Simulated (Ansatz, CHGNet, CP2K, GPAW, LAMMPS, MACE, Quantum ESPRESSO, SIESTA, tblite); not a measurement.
## CP2K runs on amorphous 32Ga2O3-68GeO2 (mol %) (69 atoms)

How do the settings of CP2K change the result for amorphous 32Ga2O3-68GeO2 (mol %) (69 atoms)? A plane-wave run serves as the yardstick.

Main program and level: CP2K 2026.2; the method is named at each step.

**1. The structure**

The cell holds 69 atoms: 12 Ga, 13 Ge and 44 O. Its edges and angles: a = 9.780 Å, b = 9.780 Å, c = 9.780 Å, α = 90.0°, β = 90.0°, γ = 90.0°. 69 atoms (12 Fe, 13 Ge, 44 O) placed at random at 4.19 g/cm³, melted at 5000 K for 10 ps at fixed volume with the Morse and Coulomb pair potential with partial charges (Pedone, Malavasi, Menziani, Cormack and Segre, J. Phys. Chem. B 110, 11780 (2006)). Quenched from 5000 K to 300 K at 20 K/ps and fixed volume, held 5 ps, then minimised at fixed cell. Then Fe was replaced by Ga and the cell scaled by 1.006 (the potential has no terms for the new elements, so the cell is a start for a DFT relaxation).

The yardstick, on the same geometry:

```
method                                           : Kohn-Sham DFT, PBE, PAW, plane waves (Ansatz 0.2.0); cutoff 420 eV, Γ point, fermi-dirac smearing of 0.05 eV; PAW set soft_2
r.m.s. force component                           : 1.004 eV/Å
longest force                                    : 3.22 eV/Å
pressure                                         : 1.063 GPa
gap (highest filled to lowest empty level) : 1.122 eV
SCF cycles                                       : 10
time                                             : 18 s on 4 threads of Arm Neoverse V1, shared host
CPU time                                         : 61 s
```

**2. PBE, DZVP-UZH, 800/50 Ry, diagonalisation**

Method: Kohn-Sham DFT, PBE, GTH-PBE pseudopotentials, Gaussian and plane waves, DZVP-MOLOPT (UZH set), diagonalisation.

The input, input.inp:

```
&GLOBAL
  PROJECT cell
  RUN_TYPE ENERGY_FORCE
  PRINT_LEVEL LOW
&END GLOBAL
&FORCE_EVAL
  METHOD QS
  STRESS_TENSOR ANALYTICAL
  &DFT
    BASIS_SET_FILE_NAME BASIS_MOLOPT_UZH
    POTENTIAL_FILE_NAME POTENTIAL_UZH
    &MGRID
      CUTOFF 800
      REL_CUTOFF 50
      NGRIDS 5
    &END MGRID
    &QS
      EPS_DEFAULT 1.0E-12
    &END QS
    &SCF
      SCF_GUESS ATOMIC
      EPS_SCF 1.0E-06
      MAX_SCF 200
      ADDED_MOS 14
      &DIAGONALIZATION
        ALGORITHM STANDARD
      &END DIAGONALIZATION
      &SMEAR ON
        METHOD FERMI_DIRAC
        ELECTRONIC_TEMPERATURE [K] 580
      &END SMEAR
      &MIXING
        METHOD BROYDEN_MIXING
        ALPHA 0.3
        NBROYDEN 8
      &END MIXING
      &PRINT
        &RESTART OFF
        &END RESTART
      &END PRINT
    &END SCF
    &XC
      &XC_FUNCTIONAL PBE
      &END XC_FUNCTIONAL
    &END XC
    &PRINT
      &MULLIKEN ON
      &END MULLIKEN
      &HIRSHFELD ON
        SHAPE_FUNCTION DENSITY
      &END HIRSHFELD
      &MO ON
        EIGENVALUES T
        OCCUPATION_NUMBERS T
        MO_INDEX_RANGE 225 248
        &EACH
          QS_SCF 0
        &END EACH
        ADD_LAST NUMERIC
      &END MO
    &END PRINT
  &END DFT
  &SUBSYS
    &CELL
      A 9.77983 0.00000 0.00000
      B 0.00000 9.77983 0.00000
      C 0.00000 0.00000 9.77983
    &END CELL
    &TOPOLOGY
      COORD_FILE_NAME structure.xyz
      COORD_FILE_FORMAT XYZ
    &END TOPOLOGY
    &KIND Ga
      BASIS_SET DZVP-MOLOPT-PBE-GTH-q13
      POTENTIAL GTH-PBE-q13
    &END KIND
    &KIND Ge
      BASIS_SET DZVP-MOLOPT-PBE-GTH-q4
      POTENTIAL GTH-PBE-q4
    &END KIND
    &KIND O
      BASIS_SET DZVP-MOLOPT-PBE-GTH-q6
      POTENTIAL GTH-PBE-q6
    &END KIND
  &END SUBSYS
  &PRINT
    &FORCES ON
    &END FORCES
    &STRESS_TENSOR ON
    &END STRESS_TENSOR
  &END PRINT
&END FORCE_EVAL
```

The input, structure.xyz:

```xyz
69

Ga 7.30720 2.88016 9.58032
Ga 1.60868 1.31861 9.52438
Ga 8.32889 5.25128 7.32695
Ga 7.19414 1.42893 6.58720
Ga 5.57890 4.68825 1.61631
Ga 6.25792 1.48164 2.57943
Ga 7.27482 8.17154 7.98464
Ga 9.26707 2.60026 2.37660
Ga 3.80641 3.33854 3.66284
Ga 7.80098 9.76389 4.19829
Ga 8.41946 0.25349 0.39491
Ga 0.08127 3.12915 8.23159
Ge 9.16351 5.69411 1.11148
Ge 1.51284 8.34904 0.97818
Ge 1.98863 3.72709 1.19920
Ge 3.03273 0.36449 3.47331
Ge 0.84234 0.71471 6.00129
Ge 6.14154 5.06028 4.96033
Ge 0.77456 4.37970 5.04678
Ge 5.27651 4.87837 8.04538
Ge 3.91545 7.56529 8.49408
Ge 6.69811 7.57614 1.76438
Ge 5.08013 8.21711 5.40766
Ge 9.70179 7.49663 5.54937
Ge 5.08082 0.72107 9.09035
O 7.72920 6.11934 1.96780
O 6.44530 8.97534 2.74432
O 7.87012 3.11556 7.69037
O 7.73272 5.10947 5.49900
O 4.09423 9.17417 4.42283
O 6.25449 1.20664 0.52449
O 8.40733 0.87422 2.40711
O 6.52999 8.95441 6.06369
O 0.97436 8.77231 6.06750
O 5.55533 1.54629 7.68509
O 7.87071 0.24890 8.26278
O 1.70883 3.39644 9.33358
O 6.52559 6.16892 7.94895
O 0.46043 4.44219 1.67969
O 3.52387 4.12552 1.79401
O 8.93006 0.90053 5.65763
O 3.47693 1.05016 9.53485
O 8.81133 7.19453 7.04226
O 7.24558 3.26509 1.78844
O 9.62599 3.30754 4.07838
O 5.61607 6.70603 4.75887
O 3.96954 5.84413 8.54698
O 4.11330 7.83844 6.79992
O 2.40916 3.98411 4.61491
O 4.21139 1.60331 2.94529
O 0.34278 4.26156 6.74945
O 2.62657 8.03892 9.48878
O 0.48635 7.00402 1.14678
O 1.93954 1.05202 4.67339
O 2.28476 9.09974 2.32134
O 0.53173 9.60653 0.29926
[... 9 atom lines left out ...]
O 5.34067 6.60491 1.37896
O 1.01339 1.46101 7.56196
O 8.77026 8.19354 4.29696
O 8.77662 5.00297 9.32409
```

Command:

```sh
> OMP_NUM_THREADS=1 mpirun -np 4 cp2k.psmp -i input.inp > output.txt
```

Log:

```text
CP2K| version string:                                       CP2K version 2026.2
 CP2K| Input file name                                                 input.inp
 GLOBAL| Basis set file name                                    BASIS_MOLOPT_UZH
 GLOBAL| Potential file name                                       POTENTIAL_UZH
 GLOBAL| Run type                                                   ENERGY_FORCE
 GLOBAL| Total number of message passing processes                             4
 GLOBAL| Number of threads for this process                                    1
 TOTAL NUMBERS AND MAXIMUM NUMBERS
  Total number of            - Atomic kinds:                                   3
                             - Atoms:                                         69
                             - Shell sets:                                    69
                             - Shells:                                       369
                             - Primitive Cartesian functions:                344
                             - Cartesian basis functions:                   1158
                             - Spherical basis functions:                   1041
  Maximum angular momentum of- Orbital basis functions:                        3
                             - Local part of the GTH pseudopotential:          2
                             - Non-local part of the GTH pseudopotential:      4
 SCF PARAMETERS         Density guess:                                    ATOMIC
                        max_scf:                                             200
                        eps_scf:                                        1.00E-06
                        added MOs                                        14    0
                        Mixing method:                            BROYDEN_MIXING
                                                charge density mixing in g-space
                        Smear method:                                FERMI_DIRAC
                        Electronic temperature [K]:                        580.0
                        Electronic temperature [a.u.]:                  1.84E-03
                        Accuracy threshold:                             1.00E-10
 Extrapolation method: initial_guess
 Number of electrons:                                                        472
 Number of occupied orbitals:                                                236
 Number of molecular orbitals:                                               250
 Number of orbital functions:                                               1041
 Number of independent orbital functions:                                   1041
 SCF WAVEFUNCTION OPTIMIZATION
  Step     Update method      Time    Convergence         Total energy    Change
     1 NoMix/Diag. 0.30E+00    3.8     1.75815751     -1654.0738058342 -1.65E+03
     2 Broy./Diag. 0.30E+00    5.1     0.25110516     -1586.1503313345  6.79E+01
     3 Broy./Diag. 0.30E+00    5.1     0.12147433     -1644.6715558072 -5.85E+01
     4 Broy./Diag. 0.30E+00    5.1     0.05628122     -1654.1476939195 -9.48E+00
[...]
15 Broy./Diag. 0.30E+00    5.2     0.00000191     -1652.0943651543 -5.59E-05
    16 Broy./Diag. 0.30E+00    5.2     0.00000060     -1652.0943657830 -6.29E-07
  *** SCF run converged in    16 steps ***
  Electronic density on regular grids:       -472.0000000000        0.0000000000
  Core density on regular grids:              471.9999999996       -0.0000000004
  Total charge density on r-space grids:       -0.0000000003
  Total charge density g-space grids:          -0.0000000003
  Overlap energy of the core charge distribution:               1.43831e-05
  Self energy of the core charge distribution:              -3103.929569
  Core Hamiltonian energy:                                    903.453170
  Hartree energy:                                             842.635900
  Exchange-correlation energy:                               -294.253878
  Electronic entropic energy:                                  -3.30419e-06
  Fermi energy:                                                 0.109583
  Total energy:                                             -1652.094366
  Total energy (extrapolated to T->0):                      -1652.094364
 MO| EIGENVALUES AND OCCUPATION NUMBERS
 MO|
 MO|  Index      Eigenvalue [a.u.]        Eigenvalue [eV]             Occupation
 MO|    225               0.065043               1.769907               2.000000
 MO|    226               0.068107               1.853290               2.000000
 MO|    227               0.069804               1.899456               2.000000
[...]
MO|    247               0.254269               6.919004               0.000000
 MO|    248               0.266620               7.255088               0.000000
 MO| Sum:                                                             472.000000
 MO| E(Fermi):            0.109583 a.u.          2.981899 eV
 !-----------------------------------------------------------------------------!
                     Mulliken Population Analysis
 #  Atom  Element  Kind  Atomic population                           Net charge
       1     Ga       1         12.014835                              0.985165
       2     Ga       1         11.919779                              1.080221
       3     Ga       1         11.961206                              1.038794
[...]
68     O        3          6.708409                             -0.708409
      69     O        3          6.819303                             -0.819303
 # Total charge                            472.000000                 -0.000000
 !-----------------------------------------------------------------------------!
 !-----------------------------------------------------------------------------!
                           Hirshfeld Charges
  #Atom  Element  Kind  Ref Charge     Population                    Net charge
      1       Ga     1      13.000         12.537                         0.463
      2       Ga     1      13.000         12.460                         0.540
      3       Ga     1      13.000         12.506                         0.494
[...]
68       O      3       6.000          6.358                        -0.358
     69       O      3       6.000          6.326                        -0.326
  Total Charge                                                           -0.000
 !-----------------------------------------------------------------------------!
 ENERGY| Total FORCE_EVAL ( QS ) energy [hartree]          -1652.094337
 FORCES| Atomic forces [hartree/bohr]
 FORCES|   Atom     x               y               z               |f|
 FORCES|      1 -2.15649621E-03  1.53548438E-03 -1.75062145E-03   3.17377750E-03
 FORCES|      2  3.13628131E-02  2.03149183E-03  3.16039169E-03   3.15870398E-02
 FORCES|      3 -2.40457941E-02  2.19265157E-02 -5.26589950E-03   3.29651635E-02
[...]
FORCES|     68 -1.65333020E-02  6.36008324E-03 -3.21512850E-02   3.67083895E-02
 FORCES|     69 -6.85918941E-04 -1.48963466E-02 -2.75385362E-02   3.13168102E-02
 FORCES| Sum     8.94024095E-05 -1.86878004E-03 -4.09363780E-03
 FORCES| Total atomic force                                       4.50091125E-03
 STRESS| Analytical stress tensor [bar]
 STRESS|                        x                   y                   z
 STRESS|      x        3.12446133120E+04  -9.37702886385E+03   1.25515375680E+04
 STRESS|      y       -9.37702886385E+03   3.67950358160E+04  -2.54223817857E+04
 STRESS|      z        1.25515375680E+04  -2.54223817857E+04  -2.75917042312E+03
 STRESS| 1/3 Trace                                             2.17601595683E+04
```

Run time: 99 s. Hardware: 4 MPI ranks of Arm Neoverse V1, shared host; peak memory 6 GiB.

Banners and routine set-up lines are dropped from the logs; longer cuts are marked.

Against the reference:

```yaml
r_m_s_force_component: 1.029 eV/Å
r_m_s_difference_of_force_components: 71.71 meV/Å
longest_difference_of_force_vectors: 240.8 meV/Å
force_difference_over_r_m_s_force: 7.145 %
slope_of_forces_against_the_reference_s: 1.024
correlation_of_force_components: 0.9978
spacing_of_highest_filled_and_lowest_empty_level: 1.032 eV
gap_difference: -0.0902 eV
pressure: 2.176 GPa
pressure_difference: 1.113 GPa
```

Length of the force difference by element (eV/Å):

```csv
element,atoms,mean,most
Ga,12,0.11,0.17
Ge,13,0.14,0.22
O,44,0.11,0.24
```

Levels nearest the highest filled one (eV from it): -0.69, -0.60, -0.56, -0.51, -0.46, -0.40, -0.34, -0.31, -0.28, -0.11, -0.06, 0.00, 1.03, 2.81, 3.28, 3.37, 3.59, 3.60, 3.99, 4.18, 4.32, 4.34, 4.46, 4.80.

A closer look about Ga9, whose charge lies farthest from its element's mean: 13 atoms, nearest first, numbered in the order of the input, with positions taken from that point.

```csv
atom,x,y,z,distance (Å),bonds,Hirshfeld charge (e),Fx,Fy,Fz (eV/Å)
Ga9,0.00,0.00,0.00,0.00,4,0.59,-1.56,0.54,-0.07
O49,-1.40,0.65,0.95,1.81,2,-0.35,2.07,-0.20,-0.11
O59,1.67,0.91,-0.07,1.91,3,-0.26,-1.13,-1.30,-1.69
O50,0.40,-1.74,-0.72,1.92,3,-0.26,0.41,1.31,-0.15
O40,-0.28,0.79,-1.87,2.05,3,-0.29,2.44,0.83,1.17
Ga5,1.77,1.35,-2.05,3.03,5,0.58,0.68,1.27,-0.56
Ge16,-0.77,-2.97,-0.19,3.08,4,0.61,-0.46,-0.70,0.99
Ge15,-1.82,0.39,-2.46,3.09,4,0.55,-0.44,-0.54,0.20
O54,-1.87,-2.29,1.01,3.12,2,-0.31,0.36,1.28,-0.56
O57,-2.25,-1.19,-1.86,3.15,3,-0.32,-0.70,-1.51,0.50
Ge18,2.34,1.72,1.30,3.18,4,0.56,0.58,2.06,2.53
Ga6,2.45,-1.86,-1.08,3.26,6,0.52,0.76,-0.36,-0.24
O65,1.51,1.08,2.72,3.30,2,-0.32,-1.79,-2.18,-0.07
```

Forces lie 7.1 % from the reference's, at 6.4 times its CPU time.

**3. PBE, SZV-MOLOPT-SR, 800/50 Ry, diagonalisation**

Method: Kohn-Sham DFT, PBE, GTH-PBE pseudopotentials, Gaussian and plane waves, SZV-MOLOPT-SR-GTH, diagonalisation.

input.inp: that of step 2 with these lines changed.

```diff
@@ -9,4 +9,4 @@
   &DFT
-    BASIS_SET_FILE_NAME BASIS_MOLOPT_UZH
-    POTENTIAL_FILE_NAME POTENTIAL_UZH
+    BASIS_SET_FILE_NAME BASIS_MOLOPT
+    POTENTIAL_FILE_NAME GTH_POTENTIALS
     &MGRID
@@ -68,8 +68,32 @@
     &END CELL
-    &TOPOLOGY
-      COORD_FILE_NAME structure.xyz
-      COORD_FILE_FORMAT XYZ
-    &END TOPOLOGY
+    &COORD
+      SCALED
+      Ga 0.74717 0.29450 0.97960
+      Ga 0.16449 0.13483 0.97388
+      Ga 0.85164 0.53695 0.74919
+      Ga 0.73561 0.14611 0.67355
+      Ga 0.57045 0.47938 0.16527
+      Ga 0.63988 0.15150 0.26375
+      Ga 0.74386 0.83555 0.81644
+      Ga 0.94757 0.26588 0.24301
+      Ga 0.38921 0.34137 0.37453
+      Ga 0.79766 0.99837 0.42928
+      Ga 0.86090 0.02592 0.04038
+      Ga 0.00831 0.31996 0.84169
+      Ge 0.93698 0.58223 0.11365
+      Ge 0.15469 0.85370 0.10002
+      Ge 0.20334 0.38110 0.12262
+      Ge 0.31010 0.03727 0.35515
+      Ge 0.08613 0.07308 0.61364
+      Ge 0.62798 0.51742 0.50720
+      Ge 0.07920 0.44783 0.51604
+      Ge 0.53953 0.49882 0.82265
+[... 45 atom lines left out ...]
+      O 0.54609 0.67536 0.14100
+      O 0.10362 0.14939 0.77322
+      O 0.89677 0.83780 0.43937
+      O 0.89742 0.51156 0.95340
+    &END COORD
     &KIND Ga
-      BASIS_SET DZVP-MOLOPT-PBE-GTH-q13
+      BASIS_SET SZV-MOLOPT-SR-GTH-q13
       POTENTIAL GTH-PBE-q13
@@ -77,3 +101,3 @@
     &KIND Ge
-      BASIS_SET DZVP-MOLOPT-PBE-GTH-q4
+      BASIS_SET SZV-MOLOPT-SR-GTH-q4
       POTENTIAL GTH-PBE-q4
@@ -81,3 +105,3 @@
     &KIND O
-      BASIS_SET DZVP-MOLOPT-PBE-GTH-q6
+      BASIS_SET SZV-MOLOPT-SR-GTH-q6
       POTENTIAL GTH-PBE-q6
```

Command:

```sh
> OMP_NUM_THREADS=2 cp2k.psmp -i input.inp > output.txt
```

Log:

```text
CP2K| version string:                                       CP2K version 2026.2
 CP2K| Input file name                                                 input.inp
 GLOBAL| Basis set file name                                        BASIS_MOLOPT
 GLOBAL| Potential file name                                      GTH_POTENTIALS
 GLOBAL| Run type                                                   ENERGY_FORCE
 GLOBAL| Total number of message passing processes                             1
 GLOBAL| Number of threads for this process                                    2
 TOTAL NUMBERS AND MAXIMUM NUMBERS
  Total number of            - Atomic kinds:                                   3
                             - Atoms:                                         69
[... lines left out ...]
                        Smear method:                                FERMI_DIRAC
[... lines left out ...]
 Number of electrons:                                                        472
[... lines left out ...]
  Step     Update method      Time    Convergence         Total energy    Change
[... lines left out ...]
  *** SCF run converged in    19 steps ***
[... lines left out ...]
  Fermi energy:                                                 0.156349
  Total energy:                                             -1649.544323
  Total energy (extrapolated to T->0):                      -1649.544188
[... lines left out ...]
 MO| E(Fermi):            0.156349 a.u.          4.254483 eV
[... lines left out ...]
 !-----------------------------------------------------------------------------!
 !-----------------------------------------------------------------------------!
                           Hirshfeld Charges
  #Atom  Element  Kind  Ref Charge     Population                    Net charge
      1       Ga     1      13.000         12.519                         0.481
      2       Ga     1      13.000         12.442                         0.558
      3       Ga     1      13.000         12.488                         0.512
[...]
68       O      3       6.000          6.386                        -0.386
     69       O      3       6.000          6.352                        -0.352
  Total Charge                                                           -0.000
 !-----------------------------------------------------------------------------!
 ENERGY| Total FORCE_EVAL ( QS ) energy [hartree]          -1649.544297
 FORCES| Atomic forces [hartree/bohr]
 FORCES|   Atom     x               y               z               |f|
 FORCES|      1 -8.89020922E-03  3.38807701E-03  1.45284405E-03   9.62422162E-03
 FORCES|      2  4.30205577E-02 -3.81007569E-03  4.30011130E-04   4.31910867E-02
 FORCES|      3 -2.32962050E-02  2.37729373E-02  1.74563568E-03   3.33303609E-02
[...]
FORCES|     68 -2.15193277E-02  6.93798380E-03 -4.67235193E-02   5.19066888E-02
 FORCES|     69 -3.44906677E-03 -2.82312289E-02 -4.41350550E-02   5.25052514E-02
 FORCES| Sum     1.81660429E-04 -2.25798135E-03 -4.52514153E-03
 FORCES| Total atomic force                                       5.06047291E-03
 STRESS| Analytical stress tensor [bar]
 STRESS|                        x                   y                   z
 STRESS|      x        1.33756550656E+05  -9.36503765197E+03   1.34569662850E+04
 STRESS|      y       -9.36503765197E+03   1.44177899980E+05  -1.90494675264E+04
 STRESS|      z        1.34569662850E+04  -1.90494675264E+04   9.84899145446E+04
 STRESS| 1/3 Trace                                             1.25474788393E+05
```

It took 2 min on 2 threads; peak memory 4 GiB.

Compared with the plane-wave run:

```yaml
r_m_s_force_component: 1.327 eV/Å
r_m_s_difference_of_force_components: 474.1 meV/Å
longest_difference_of_force_vectors: 1592 meV/Å
force_difference_over_r_m_s_force: 47.24 %
slope_of_forces_against_the_reference_s: 1.263
correlation_of_force_components: 0.955
spacing_of_highest_filled_and_lowest_empty_level: 0.5148 eV
gap_difference: -0.6075 eV
pressure: 12.55 GPa
pressure_difference: 11.48 GPa
```

This is a coarse setting, run to see what it loses.

Against the first run (7.1 %), the force difference from the reference is 47 %, at 0.53 times the CPU time (on 2 against 4 cores), with 336 basis functions against 1041: the smaller basis costs accuracy.

[end of part 1 of 2]

[Long decimals in the printed logs are rounded to 6 places.]

[Also dropped from logs without a mark: lines with file paths, logging warnings of Python, QE's lines on negative density and diagonalisation, SIESTA's first energy breakdown, zero terms and Voronoi charges.]

[Logs are printed without paths, hosts, clocks, repeated set-up lines and the standing remarks that a program may print on its own settings, such as how far it seeks lower states.]

[Hosts, paths, dates, database ids (printed as entryN), source tags and the programs' standing remarks are cut or masked in the printed files.]

[Most failed runs of this program on this cell are left out, timed-out ones always.]
